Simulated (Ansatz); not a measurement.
The crystal is SnSe2/SnSe2/SnSe2 (1T multilayer).

The cell holds 9 atoms: 3 Sn and 6 Se. Its edges and angles: a = 3.839 Å, b = 3.839 Å, c = 53.500 Å, α = 90.0°, β = 90.0°, γ = 120.0°. It derives from Se2Sn1. Regions: layer 1 (SnSe2), 3 atoms (1 Sn and 2 Se); layer 2 (SnSe2), 3 atoms (1 Sn and 2 Se); layer 3 (SnSe2), 3 atoms (1 Sn and 2 Se). Vacuum lies along c.

```xyz
9
Lattice="3.8392 0.0000 0.0000 -1.9196 3.3249 0.0000 0.0000 0.0000 53.5000" Properties=species:S:1:pos:R:3
Sn    0.0000    0.0000   20.7561
Se    0.0000    2.2166   22.3498
Se    1.9196    1.1083   19.1625
Sn    0.0000    0.0000   26.7500
Se    0.0000    2.2166   28.3419
Se    1.9196    1.1083   25.1581
Sn    0.0000    0.0000   32.7439
Se    0.0000    2.2166   34.3375
Se    1.9196    1.1083   31.1502
```

The structure was relaxed with PBE-D3(BJ). At the settings of the band run the largest force is still 0.10 eV/Å. The runs that relaxed it are not among those shown.

Gaps computed with Ansatz 0.2.0 without a self-energy: PBE 0.64 eV and HSE06 1.27 eV.

Q: What gap should G0W0 on PBE give (6×6×1 mesh, 908 empty bands, screening to 70 eV, PAW set soft_1 files)?

About 1.19 eV: on its mesh the run moves the gap from 0.68 eV by +0.55 eV, and the mesh misses the edges by 0.04 eV. Among the scalar-relativistic levels given, HSE06 is nearest (+0.08 eV). Bands and cutoff are finite, so the gap is not at the basis limit. The miss can reach some tenths of an eV and take either sign; the mesh is an error of its own. The mesh in the plane is coarse for a sheet; gap and any exciton binding can still move on denser ones. The many-body steps are scalar-relativistic: spin-orbit coupling is not in them.

[Paths, hosts, dates, memory and timing lines, banners, echoed tables and standing remarks are left out of the program output.]

[Logs are printed without paths, hosts, clocks, repeated set-up lines and the standing remarks that a program may print on its own settings, such as how far it seeks lower states.]

[Runs of the session that timed out or met a known fault of the program may be left out.]

[Cells called generated may have been cut or substituted from an entry of the Crystallography Open Database or the Materials Project.]

[Hosts, paths, dates, database ids (printed as entryN), source tags and the programs' standing remarks are cut or masked in the printed files.]
